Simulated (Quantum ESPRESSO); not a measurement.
# BAs (F-43m): phonons against volume, part 4 of 8

Which modes of BAs drive its thermal expansion?

What experiment has found for this phase:
- volume expansion coefficient 11.55 1e-6/K near room temperature (given in “Basic Physical Properties of Cubic Boron Arsenide (three times its linear coefficient)”, 2019, arxiv:1911.11281)
- volume expansion coefficient 10.8 1e-6/K near room temperature (given in “Thermal expansion coefficients of high thermal conducting BAs and BP materials (three times its linear coefficient)”, 2019, arxiv:1906.04101)

Quantum ESPRESSO 7.5; DFT LDA, scalar-relativistic, plane waves, GBRV ultrasoft pseudopotentials.

So far. Step 3 (Relaxation): After the last step pw.x solved the final cell once more on a basis chosen for it, which moves the energy without moving the atoms. Step 4 (Ground state at this cell): On a basis chosen for the relaxed cell the pressure is -0.0060 GPa, small enough for phonons.

### Step 5. Zone-centre response

In a polar crystal the Born charges and ε∞ give the long-range dipole term that a finite supercell misses. They are those of this k-mesh and were not tested on a denser one; where the gap is small they converge slowly, and the LO modes with them.

ph.in

```
phonons
&INPUTPH
  prefix = 'x'
  outdir = './tmp'
  fildyn = 'x.dyn'
  tr2_ph = 1.0d-18
  epsil  = .true.
/
0.000000000 0.000000000 0.000000000
```

scf.in

```
&CONTROL
  calculation = 'scf'
  prefix      = 'x'
  outdir      = './tmp'
  pseudo_dir  = './pseudo'
  tprnfor     = .true.
  tstress     = .true.
/
&SYSTEM
  ibrav       = 0
  nat         = 2
  ntyp        = 2
  ecutwfc     = 40.0
  ecutrho     = 240.0
  occupations = 'fixed'
  nbnd        = 6
/
&ELECTRONS
  conv_thr         = 1.0d-12
  mixing_beta      = 0.7
  electron_maxstep = 100
/
ATOMIC_SPECIES
 B      10.8100  B.upf
 As     74.9216  As.upf
CELL_PARAMETERS angstrom
     0.000000000    2.374041691    2.374041691
     2.374041691    0.000000000    2.374041691
     2.374041691    2.374041691    0.000000000
ATOMIC_POSITIONS crystal
 B      0.000000000   0.000000000   0.000000000
 As     0.250000000   0.250000000   0.250000000
K_POINTS automatic
 10 10 10 0 0 0
```

On the command line:

```
OMP_NUM_THREADS=1 mpirun -n 8 ph.x -nk 8 -in ph.in > ph.out
```

Output:

```text
[banner, memory and clock lines left out]
Program PHONON v.7.5

     ./tmp/x.save/

     IMPORTANT: XC functional enforced from input :
     Exchange-correlation= PZ
                           (   1   1   0   0   0   0   0)
     Any further DFT definition will be discarded
     Please, verify this is what you really want

     G-vector sticks info

     Reading collected, re-writing distributed wavefunctions in ./tmp/

     Number and degeneracy of irreps per q-point
       N         xq(1)         xq(2)         xq(3)   N irreps
       1   0.000000000   0.000000000   0.000000000       2
        3   3

     Calculation of q =    0.0000000   0.0000000   0.0000000

     phonons

     bravais-lattice index     =            0
     lattice parameter (alat)  =       6.3446  a.u.
     unit-cell volume          =     180.5891 (a.u.)^3
     number of atoms/cell      =            2
     number of atomic types    =            2
     kinetic-energy cut-off    =      40.0000  Ry
     charge density cut-off    =     240.0000  Ry
     convergence threshold     =      1.0E-18
     beta                      =       0.7000
     number of iterations used =            4
     Exchange-correlation= PZ
                           (   1   1   0   0   0   0   0)

     celldm(1)=    6.34457  celldm(2)=    0.00000  celldm(3)=    0.00000
     celldm(4)=    0.00000  celldm(5)=    0.00000  celldm(6)=    0.00000

     crystal axes: (cart. coord. in units of alat)
               a(1) = (  0.0000  0.7071  0.7071 )
               a(2) = (  0.7071  0.0000  0.7071 )
               a(3) = (  0.7071  0.7071  0.0000 )

     reciprocal axes: (cart. coord. in units 2 pi/alat)
               b(1) = ( -0.7071  0.7071  0.7071 )
               b(2) = (  0.7071 -0.7071  0.7071 )
               b(3) = (  0.7071  0.7071 -0.7071 )

     Atoms inside the unit cell:

     Cartesian axes

     site n.  atom      mass           positions (alat units)
        1  B      10.8100   tau(    1) = (    0.00000    0.00000    0.00000  )
        2  As     74.9216   tau(    2) = (    0.35355    0.35355    0.35355  )

     Computing dynamical matrix for
                    q = (   0.0000000   0.0000000   0.0000000 )

     25 Sym.Ops. (with q -> -q+G )

     G cutoff =  244.7124  (  11311 G-vectors)     FFT grid: ( 32, 32, 32)
     G cutoff =  163.1416  (   6183 G-vectors)  smooth grid: ( 25, 25, 25)
     number of k points=    47
                       cart. coord. in units 2pi/alat
        k(    1) = (   0.0000000   0.0000000   0.0000000), wk =   0.0020000
        k(    2) = (   0.0707107   0.0707107  -0.0707107), wk =   0.0160000
        k(    3) = (   0.1414214   0.1414214  -0.1414214), wk =   0.0160000
        k(    4) = (   0.2121320   0.2121320  -0.2121320), wk =   0.0160000
        k(    5) = (   0.2828427   0.2828427  -0.2828427), wk =   0.0160000
        k(    6) = (  -0.3535534  -0.3535534   0.3535534), wk =   0.0080000
        k(    7) = (   0.1414214  -0.0000000   0.0000000), wk =   0.0120000
        k(    8) = (   0.2121320   0.0707107  -0.0707107), wk =   0.0480000
        k(    9) = (   0.2828427   0.1414214  -0.1414214), wk =   0.0480000
        k(   10) = (   0.3535534   0.2121320  -0.2121320), wk =   0.0480000
        k(   11) = (  -0.2828427  -0.4242641   0.4242641), wk =   0.0480000
        k(   12) = (  -0.2121320  -0.3535534   0.3535534), wk =   0.0480000
        k(   13) = (  -0.1414214  -0.2828427   0.2828427), wk =   0.0480000
        k(   14) = (  -0.0707107  -0.2121320   0.2121320), wk =   0.0480000
        k(   15) = (   0.0000000  -0.1414214   0.1414214), wk =   0.0240000
        k(   16) = (   0.2828427  -0.0000000   0.0000000), wk =   0.0120000
[...]
k(   40) = (   0.0000000  -0.2828427   0.4242641), wk =   0.0480000
        k(   41) = (  -0.1414214  -0.5656854   0.7071068), wk =   0.0480000
        k(   42) = (  -0.0707107  -0.4949747   0.6363961), wk =   0.0960000
        k(   43) = (   0.0000000  -0.4242641   0.5656854), wk =   0.0480000
        k(   44) = (  -0.7071068   0.1414214   0.0000000), wk =   0.0240000
        k(   45) = (  -0.1414214  -0.4242641   0.7071068), wk =   0.0480000
        k(   46) = (  -0.0707107  -0.3535534   0.6363961), wk =   0.0480000
        k(   47) = (  -0.7071068   0.2828427   0.0000000), wk =   0.0240000

     PseudoPot. # 1 for B  read from file:
     ./pseudo/B.upf
     Pseudo is Ultrasoft + core correction, Zval =  3.0
     Using radial grid of  781 points,  4 beta functions with:
                l(1) =   0
                l(2) =   0
                l(3) =   1
                l(4) =   1
     Q(r) pseudized with  8 coefficients,  rinner =    1.100   1.100   1.100

     PseudoPot. # 2 for As read from file:
     ./pseudo/As.upf
     Pseudo is Ultrasoft + core correction, Zval =  5.0
     Using radial grid of  875 points,  6 beta functions with:
                l(1) =   0
                l(2) =   0
                l(3) =   1
                l(4) =   1
                l(5) =   2
                l(6) =   2
     Q(r) pseudized with  8 coefficients,  rinner =    1.300   1.300   1.300
                                                       1.300   1.300

     Mode symmetry, T_d (-43m)  point group:

     Electric field:
     Dielectric constant
     Born effective charges as d Force / d E

     Atomic displacements:
     There are    2 irreducible representations

     Representation     1      3 modes -  To be done

     Representation     2      3 modes -  To be done

     Alpha used in Ewald sum =   2.5000

     Electric Fields Calculation

      thresh= 1.000E-02 alpha_mix =  0.700 |ddv_scf|^2 =  1.528E-07

      thresh= 3.909E-05 alpha_mix =  0.700 |ddv_scf|^2 =  2.049E-09

      thresh= 4.527E-06 alpha_mix =  0.700 |ddv_scf|^2 =  9.090E-11

      thresh= 9.534E-07 alpha_mix =  0.700 |ddv_scf|^2 =  3.103E-13

      thresh= 5.570E-08 alpha_mix =  0.700 |ddv_scf|^2 =  1.288E-14

      thresh= 1.135E-08 alpha_mix =  0.700 |ddv_scf|^2 =  2.383E-17

      thresh= 4.882E-10 alpha_mix =  0.700 |ddv_scf|^2 =  3.008E-19

     End of electric fields calculation

          Dielectric constant in cartesian axis

          (       9.789463764      -0.000000000      -0.000000000 )
          (      -0.000000000       9.789463764       0.000000000 )
          (      -0.000000000       0.000000000       9.789463764 )

          Effective charges (d Force / dE) in cartesian axis without acoustic sum rule applied (asr)

           atom    1  B     Mean Z*:       -0.53918
      Ex  (       -0.53918       -0.00000       -0.00000 )
      Ey  (        0.00000       -0.53918       -0.00000 )
      Ez  (       -0.00000       -0.00000       -0.53918 )
           atom    2  As    Mean Z*:        0.51921
      Ex  (        0.51921        0.00000        0.00000 )
      Ey  (        0.00000        0.51921        0.00000 )
      Ez  (        0.00000        0.00000        0.51921 )

          Effective charges Sum: Mean:       -0.01997
             -0.01997        0.00000        0.00000
              0.00000       -0.01997       -0.00000
              0.00000       -0.00000       -0.01997

          Effective charges (d Force / dE) in cartesian axis with asr applied:
           atom    1  B     Mean Z*:       -0.52920
      E*x (       -0.52920       -0.00000       -0.00000 )
      E*y (       -0.00000       -0.52920       -0.00000 )
      E*z (       -0.00000       -0.00000       -0.52920 )
           atom    2  As    Mean Z*:        0.52920
      E*x (        0.52920        0.00000        0.00000 )
      E*y (        0.00000        0.52920        0.00000 )
      E*z (        0.00000        0.00000        0.52920 )

     Representation #   1 modes #   1   2   3

     Self-consistent Calculation

      thresh= 1.000E-02 alpha_mix =  0.700 |ddv_scf|^2 =  9.892E-08

      thresh= 3.145E-05 alpha_mix =  0.700 |ddv_scf|^2 =  6.765E-09

      thresh= 8.225E-06 alpha_mix =  0.700 |ddv_scf|^2 =  1.439E-11

      thresh= 3.793E-07 alpha_mix =  0.700 |ddv_scf|^2 =  5.634E-13

      thresh= 7.506E-08 alpha_mix =  0.700 |ddv_scf|^2 =  1.521E-15

      thresh= 3.900E-09 alpha_mix =  0.700 |ddv_scf|^2 =  1.171E-17

      thresh= 3.421E-10 alpha_mix =  0.700 |ddv_scf|^2 =  6.530E-19

     End of self-consistent calculation

     Convergence has been achieved

     Representation #   2 modes #   4   5   6

     Self-consistent Calculation

      thresh= 1.000E-02 alpha_mix =  0.700 |ddv_scf|^2 =  5.515E-08

      thresh= 2.348E-05 alpha_mix =  0.700 |ddv_scf|^2 =  9.242E-10

      thresh= 3.040E-06 alpha_mix =  0.700 |ddv_scf|^2 =  7.019E-11

      thresh= 8.378E-07 alpha_mix =  0.700 |ddv_scf|^2 =  1.523E-13

      thresh= 3.903E-08 alpha_mix =  0.700 |ddv_scf|^2 =  3.176E-15

      thresh= 5.636E-09 alpha_mix =  0.700 |ddv_scf|^2 =  1.682E-17

      thresh= 4.102E-10 alpha_mix =  0.700 |ddv_scf|^2 =  9.148E-19

     End of self-consistent calculation

     Convergence has been achieved

     Number of q in the star =    1
     List of q in the star:
          1   0.000000000   0.000000000   0.000000000

          Dielectric constant in cartesian axis

          (       9.789463764      -0.000000000      -0.000000000 )
          (      -0.000000000       9.789463764       0.000000000 )
          (      -0.000000000       0.000000000       9.789463764 )

          Effective charges (d Force / dE) in cartesian axis without acoustic sum rule applied (asr)

           atom    1  B     Mean Z*:       -0.53918
      Ex  (       -0.53918       -0.00000       -0.00000 )
      Ey  (        0.00000       -0.53918       -0.00000 )
      Ez  (       -0.00000       -0.00000       -0.53918 )
           atom    2  As    Mean Z*:        0.51921
      Ex  (        0.51921        0.00000        0.00000 )
      Ey  (        0.00000        0.51921        0.00000 )
      Ez  (        0.00000        0.00000        0.51921 )

          Effective charges Sum: Mean:       -0.01997
             -0.01997        0.00000        0.00000
              0.00000       -0.01997       -0.00000
              0.00000       -0.00000       -0.01997

          Effective charges (d Force / dE) in cartesian axis with asr applied:
           atom    1  B     Mean Z*:       -0.52920
      E*x (       -0.52920       -0.00000       -0.00000 )
      E*y (       -0.00000       -0.52920       -0.00000 )
      E*z (       -0.00000       -0.00000       -0.52920 )
           atom    2  As    Mean Z*:        0.52920
      E*x (        0.52920        0.00000        0.00000 )
      E*y (        0.00000        0.52920        0.00000 )
      E*z (        0.00000        0.00000        0.52920 )

     Diagonalizing the dynamical matrix

     q = (    0.000000000   0.000000000   0.000000000 )

 **************************************************************************
     freq (    1) =      -0.248942 [THz] =      -8.303799 [cm-1]
     freq (    2) =      -0.248942 [THz] =      -8.303799 [cm-1]
     freq (    3) =      -0.248942 [THz] =      -8.303799 [cm-1]
     freq (    4) =      21.040091 [THz] =     701.821907 [cm-1]
     freq (    5) =      21.040091 [THz] =     701.821907 [cm-1]
     freq (    6) =      21.040091 [THz] =     701.821907 [cm-1]
 **************************************************************************

     Mode symmetry, T_d (-43m)  point group:

     freq (   1-   3) =         -8.3  [cm-1]   --> T_2  G_15 P_4   I+R
     freq (   4-   6) =        701.8  [cm-1]   --> T_2  G_15 P_4   I+R
```

Elapsed: 12 s, on 8 MPI ranks of Arm Neoverse V2, shared host.

This step gave:

```
Γ frequencies : -8.3, -8.3, -8.3, 701.8, 701.8, 701.8 cm⁻¹ (negative: imaginary)
Γ symmetry    : T_2 G_15 P_4 I+R, T_2 G_15 P_4 I+R, T_2 G_15 P_4 I+R, T_2 G_15 P_4 I+R, T_2 G_15 P_4 I+R, T_2 G_15 P_4 I+R
```

ε∞:

```
9.79 0.00 0.00
0.00 9.79 0.00
0.00 0.00 9.79
```

Born charge (rows field, columns displacement), before the sum rule (e), principal values of the symmetric part by kind of site:

```csv
atom,atoms with these values,low,middle,high,mean
B1,1,-0.5392,-0.5392,-0.5392,-0.5392
As2,1,0.5192,0.5192,0.5192,0.5192
```

In full for As2:

```
0.5192 0.0000 0.0000
0.0000 0.5192 0.0000
0.0000 0.0000 0.5192
```

The Born charges sum to zero within 0.020 e; the rest is removed before use. Acoustic frequencies in this log differ from zero by the error of the sum rule, which ph.x does not impose.

[end of part 4 of 8]

[Logs are printed without paths, hosts, clocks, repeated set-up lines and the standing remarks that a program may print on its own settings, such as how far it seeks lower states.]

[Hosts, paths, dates, database ids (printed as entryN), source tags and the programs' standing remarks are cut or masked in the printed files.]

[A step with changed settings may run another functional than the one named; its input shows which.]

[Of the runs on displaced cells, only some may be shown.]
